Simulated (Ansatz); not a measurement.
# Cs2NaHoCl6: which shell does photoemission see at 21.2 and 1486.7 eV? (LDA)

The valence band of Cs2NaHoCl6 mixes several shells. Work out by hand which one leads the spectrum's area at each photon energy.

Filled states come from the projected DOS of Ansatz 0.2.0 (LDA+U, plane waves); cross sections σ and asymmetry parameters β are those of free atoms in a Dirac–Hartree–Slater calculation. A shell's area is states × σ × angular factor, which is 1 − β·P₂(cos θ)/2 for unpolarised light, with θ = 60° from the beam and P₂ = -0.125.

**At 21.2 eV** (states counted from 11.2 eV below the zero; other shells add 3.8 to the products' sum of 159):

| shell | filled states a cell | cross section (Mb an electron) | β | angular factor | product | share by hand (%) | share in the simulated spectrum (%) |
| --- | --- | --- | --- | --- | --- | --- | --- |
| Ho 5p | 0.00 | 0 | 0.00 | 1.00 | 0 | 0 | 0 |
| Ho 4f | 10.02 | 0.132 | 1.70 | 1.11 | 1.46 | 1 | 1 |
| Cs 5p | 11.69 | 4.07 | 1.86 | 1.12 | 53.1 | 33 | 33 |
| Cl 3s | 0.17 | 0 | 0.00 | 1.00 | 0 | 0 | 0 |
| Cl 3p | 33.29 | 2.72 | 1.77 | 1.11 | 101 | 63 | 63 |

**At 1486.7 eV** (states counted from 23.8 eV below the zero; other shells add 0.0096 to the products' sum of 0.107):

| shell | filled states a cell | cross section (Mb an electron) | β | angular factor | product | share by hand (%) | share in the simulated spectrum (%) |
| --- | --- | --- | --- | --- | --- | --- | --- |
| Ho 5p | 5.86 | 0.00189 | 1.69 | 1.11 | 0.0123 | 11 | 11 |
| Ho 4f | 10.04 | 0.00384 | 1.06 | 1.07 | 0.0412 | 38 | 38 |
| Cs 5p | 11.70 | 0.00114 | 1.73 | 1.11 | 0.0147 | 14 | 14 |
| Cl 3s | 11.14 | 0.00125 | 2.00 | 1.12 | 0.0156 | 15 | 15 |
| Cl 3p | 33.38 | 0.00038 | 1.17 | 1.07 | 0.0136 | 13 | 13 |

Cl 3p leads at 21.2 eV and Ho 4f at 1486.7 eV. Between the two energies σ of Cl 3p changes by a factor 1.4e-4 and that of Ho 4f by 0.029, so their ratio moves 208-fold in favour of the second. The simulated spectrum uses the same rule on the energy-resolved DOS, so the two share columns agree within a few points.

Only crystals where the two columns agree within 4 points and the lead is clear are worked in this form. Free-atom cross sections ignore the solid's final states, no escape depth or background enters, and the count of states a shell hangs on the projection.
